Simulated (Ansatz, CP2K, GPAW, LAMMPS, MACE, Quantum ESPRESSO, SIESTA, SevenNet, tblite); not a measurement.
**Other levels on liquid Zn23Cd15S38 at 1800 K (76 atoms)**

Density of this cell: 4.35 g/cm³. The cell holds 76 atoms: 23 Zn, 15 Cd and 38 S. Cell: a = 11.895 Å, b = 11.895 Å, c = 11.895 Å, α = 90.0°, β = 90.0°, γ = 90.0°. 76 atoms (23 Zn, 15 Cd, 38 S) placed at random at 4.35 g/cm³, melted at 2500 K for 10 ps at fixed volume with the Stillinger-Weber II-VI potential (Zhou et al., Phys. Rev. B 88, 085309 (2013)). Snapshot at the end of a hold of 5 ps at 1800 K and fixed volume.

Geometry: as built.

The reference, a calculation:

```
method                 : Kohn-Sham DFT, PBE, SSSP efficiency 1.3.0 pseudopotentials, plane waves (Quantum ESPRESSO 7.5); sssp-pbe-1.3.0-efficiency, cutoffs 45/360 Ry, Γ point
r.m.s. force component : 0.8571 eV/Å
longest force          : 2.878 eV/Å
pressure               : -1.555 GPa
time                   : 6.1 min on 4 MPI ranks of Arm Neoverse V2, shared host
CPU time               : 24 min
```

Runs, in no order:
A. GPAW PBE, LCAO sz(dzp), h 0.2 Å: Kohn-Sham DFT, PBE, PAW, atomic orbitals (sz(dzp))
B. GPAW PBE, LCAO dzp, h 0.2 Å, other mixer settings: Kohn-Sham DFT, PBE, PAW, atomic orbitals (dzp)
C. SIESTA PBE, TZP, shift 0.01 Ry, mesh 500 Ry: Kohn-Sham DFT, PBE, PseudoDojo 0.4.1 norm-conserving pseudopotentials (converted to PSML), numerical atomic orbitals (TZP), diagonalisation
D. MACE MP-0b3 medium potential: machine-learned interatomic potential MACE MP-0b3 medium, trained on PBE(+U) plane-wave data

**Question.** Rank the runs by how far their forces lie from the reference's, least first.

B, C, D, A.

```
                                                 run  Δ force, r.m.s. (meV/Å)  share of r.m.s. force (%)  CPU time
B. GPAW PBE, LCAO dzp, h 0.2 Å, other mixer settings                     48.2                       5.62     6 min
      C. SIESTA PBE, TZP, shift 0.01 Ry, mesh 500 Ry                      105                       12.2   6.8 min
                     D. MACE MP-0b3 medium potential                      161                       18.8     6.7 s
                  A. GPAW PBE, LCAO sz(dzp), h 0.2 Å                      280                       32.7     2 min
```

Machine-learned potentials mimic data converged in k, so the reference's own k-point error enters their differences. The network of bonds at the start is that of the classical potential that made the cell, and needn't be the one that DFT or experiment would give. The electronic-structure runs sample only Γ, in a cell whose shortest periodic width is 12 Å, which is coarse for a cell with partly filled levels.

[Logs are printed without paths, hosts, clocks, repeated set-up lines and the standing remarks that a program may print on its own settings, such as how far it seeks lower states.]

[Hosts, paths, dates, database ids (printed as entryN), source tags and the programs' standing remarks are cut or masked in the printed files.]
